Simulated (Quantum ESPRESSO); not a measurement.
# O on top sites of TaN(001): a series in the coverage, part 2 of 10

What law, if any, do the results for O on top sites of TaN(001) follow against the coverage?

Quantum ESPRESSO 7.5; plane-wave DFT, PBE, GBRV ultrasoft pseudopotentials.

So far. Step 2 (Variable-cell relaxation of the reference):  The last row is no step: it is a fresh SCF in the final cell with a new plane-wave basis, +0 meV from the row before.

## 3. SCF with pw.x of the reference

A bulk run at that cell gives the reference energy and levels.

File ref.bulk.in:

```
&control
  prefix = 'ref.bulk'
  outdir = './out'
  pseudo_dir = './pseudo'
  calculation = 'scf'
  tprnfor = .true.
/
&system
  ibrav = 0
  nat = 4
  ntyp = 2
  ecutwfc = 40
  ecutrho = 200
  occupations = 'smearing'
  smearing = 'mv'
  degauss = 0.02
/
&electrons
  conv_thr = 1e-09
  mixing_beta = 0.4
  electron_maxstep = 120
/
ATOMIC_SPECIES
  Ta  180.9479  ta_pbe_v1.uspp.F.UPF
  N   14.0070  n_pbe_v1.2.uspp.F.UPF
CELL_PARAMETERS angstrom
  3.12077692700000 0.00000000000000 0.00000000000000
  0.00000000000000 3.12077692700000 0.00000000000000
  0.00000000000000 0.00000000000000 4.41962110400000
ATOMIC_POSITIONS crystal
  Ta  0.000000000000 0.000000000000 0.000000000000
  N   0.500000000000 0.500000000000 0.000000000000
  Ta  0.500000000000 0.500000000000 0.500000000000
  N   0.000000000000 0.000000000000 0.500000000000
K_POINTS automatic
  13 13 9 0 0 0
```

Launch:

```bash
> OMP_NUM_THREADS=1 mpirun -n 16 pw.x -nk 16 -in ref.bulk.in > ref.bulk.out
```

Output:

```text
[banner, memory and clock lines left out]
Program PWSCF v.7.5 starts
[citation notice left out]

[...]
Message from routine setup:
[...]
bravais-lattice index     =            0
     lattice parameter (alat)  =       5.8974  a.u.
     unit-cell volume          =     290.4739 (a.u.)^3
     number of atoms/cell      =            4
     number of atomic types    =            2
     number of electrons       =        36.00
     number of Kohn-Sham states=           22
     kinetic-energy cutoff     =      40.0000  Ry
     charge density cutoff     =     200.0000  Ry
     scf convergence threshold =      1.0E-09
     mixing beta               =       0.4000
     number of iterations used =            8  plain     mixing
     Exchange-correlation= SLA  PW   PBE  PBE
                           (   1   4   3   4   0   0   0)

[...]
PseudoPot. # 1 for Ta read from file:
     ./pseudo/ta_pbe_v1.uspp.F.UPF
     Pseudo is Ultrasoft + core correction, Zval = 13.0
     Generated by new atomic code, or converted to UPF format
     Using radial grid of  921 points,  7 beta functions with:
                l(1) =   0
                l(2) =   0
                l(3) =   1
                l(4) =   1
                l(5) =   2
                l(6) =   2
                l(7) =   3
     Q(r) pseudized with  6 coefficients,  rinner =    1.300   1.300   1.300
                                                       1.300   1.300   1.300
                                                       1.300

     PseudoPot. # 2 for N  read from file:
     ./pseudo/n_pbe_v1.2.uspp.F.UPF
     Pseudo is Ultrasoft + core correction, Zval =  5.0
     Generated by new atomic code, or converted to UPF format
     Using radial grid of  729 points,  4 beta functions with:
                l(1) =   0
                l(2) =   0
                l(3) =   1
                l(4) =   1
     Q(r) pseudized with  8 coefficients,  rinner =    0.900   0.900   0.900

     atomic species   valence    mass     pseudopotential
     Ta               13.00   180.94790     Ta( 1.00)
     N                 5.00    14.00700     N ( 1.00)

     16 Sym. Ops., with inversion, found

[...]
number of k points=   140  Marzari-Vanderbilt smearing, width (Ry)=  0.0200

     Number of k-points >= 100: set verbosity='high' to print them.

     Dense  grid:    13813 G-vectors     FFT dimensions: (  27,  27,  40)

     Smooth grid:     9949 G-vectors     FFT dimensions: (  24,  24,  36)

     Initial potential from superposition of free atoms

     starting charge      35.9978, renormalised to      36.0000

     negative rho (up, down):  1.887E-01 0.000E+00
     Starting wfcs are   34 randomized atomic wfcs

     per-process dynamical memory:    22.9 Mb

     Self-consistent Calculation

     iteration #  1     ecut=    40.00 Ry     beta= 0.40
     Davidson diagonalization with overlap
     ethr =  1.00E-02,  avg # of iterations =  2.0

     negative rho (up, down):  1.917E-01 0.000E+00

     total energy              =    -324.00168659 Ry
     estimated scf accuracy    <       0.98709825 Ry

     iteration #  2     ecut=    40.00 Ry     beta= 0.40
[...]
negative rho (up, down):  1.939E-01 0.000E+00

[...]
total energy              =    -324.27838572 Ry
     estimated scf accuracy    <       0.08573990 Ry

     iteration #  3     ecut=    40.00 Ry     beta= 0.40
[...]
negative rho (up, down):  1.979E-01 0.000E+00

[...]
total energy              =    -324.28644591 Ry
     estimated scf accuracy    <       0.00895903 Ry

     iteration #  4     ecut=    40.00 Ry     beta= 0.40
[...]
negative rho (up, down):  1.978E-01 0.000E+00

[...]
total energy              =    -324.28671095 Ry
     estimated scf accuracy    <       0.01579884 Ry

     iteration #  5     ecut=    40.00 Ry     beta= 0.40
[...]
negative rho (up, down):  1.980E-01 0.000E+00

[...]
total energy              =    -324.28996522 Ry
     estimated scf accuracy    <       0.00005985 Ry

     iteration #  6     ecut=    40.00 Ry     beta= 0.40
[...]
negative rho (up, down):  1.981E-01 0.000E+00

[...]
total energy              =    -324.28999167 Ry
     estimated scf accuracy    <       0.00014573 Ry

[...]
iteration # 10     ecut=    40.00 Ry     beta= 0.40
[...]
negative rho (up, down):  1.981E-01 0.000E+00

[...]
total energy              =    -324.29000683 Ry
     estimated scf accuracy    <       0.00000014 Ry

     iteration # 11     ecut=    40.00 Ry     beta= 0.40
[...]
negative rho (up, down):  1.981E-01 0.000E+00

[...]
total energy              =    -324.29000688 Ry
     estimated scf accuracy    <       0.00000013 Ry

     iteration # 12     ecut=    40.00 Ry     beta= 0.40
[...]
negative rho (up, down):  1.981E-01 0.000E+00

[...]
total energy              =    -324.29000690 Ry
     estimated scf accuracy    <          6.2E-09 Ry

     iteration # 13     ecut=    40.00 Ry     beta= 0.40
[...]
negative rho (up, down):  1.981E-01 0.000E+00

[...]
End of self-consistent calculation

     Number of k-points >= 100: set verbosity='high' to print the bands.

     the Fermi energy is    21.4063 ev

!    total energy              =    -324.29000690 Ry
     estimated scf accuracy    <          6.0E-10 Ry
     smearing contrib. (-TS)   =       0.00037575 Ry
     internal energy E=F+TS    =    -324.29038265 Ry

     The total energy is F=E-TS. E is the sum of the following terms:
     one-electron contribution =     -11.04141775 Ry
     hartree contribution      =      29.47466815 Ry
     xc contribution           =     -95.57195983 Ry
     ewald contribution        =    -247.15167322 Ry

     convergence has been achieved in  13 iterations

     negative rho (up, down):  1.981E-01 0.000E+00

     Forces acting on atoms (cartesian axes, Ry/au):

     atom    1 type  1   force =     0.00000000    0.00000000    0.00000000
     atom    2 type  2   force =     0.00000000    0.00000000    0.00000000
     atom    3 type  1   force =     0.00000000    0.00000000    0.00000000
     atom    4 type  2   force =     0.00000000    0.00000000    0.00000000

     Total force =     0.000000     Total SCF correction =     0.000000

[...]
```

Elapsed: 5.6 s, on 16 MPI ranks of Arm Neoverse V2, shared host; peak memory 0.94 GiB.

Read from the output:

| Quantity | Value |
| --- | --- |
| free energy | -4412.1903 eV |

(Continued in part 3 of 10.)

[Logs are printed without paths, hosts, clocks, repeated set-up lines and the standing remarks that a program may print on its own settings, such as how far it seeks lower states.]

[Hosts, paths, dates, database ids (printed as entryN), source tags and the programs' standing remarks are cut or masked in the printed files.]

[Maps of the electrostatic potential energy from Ansatz leave out the sawtooth potential of an applied field or a dipole correction, so their vacuum need not be flat; planar profiles and work functions include it.]
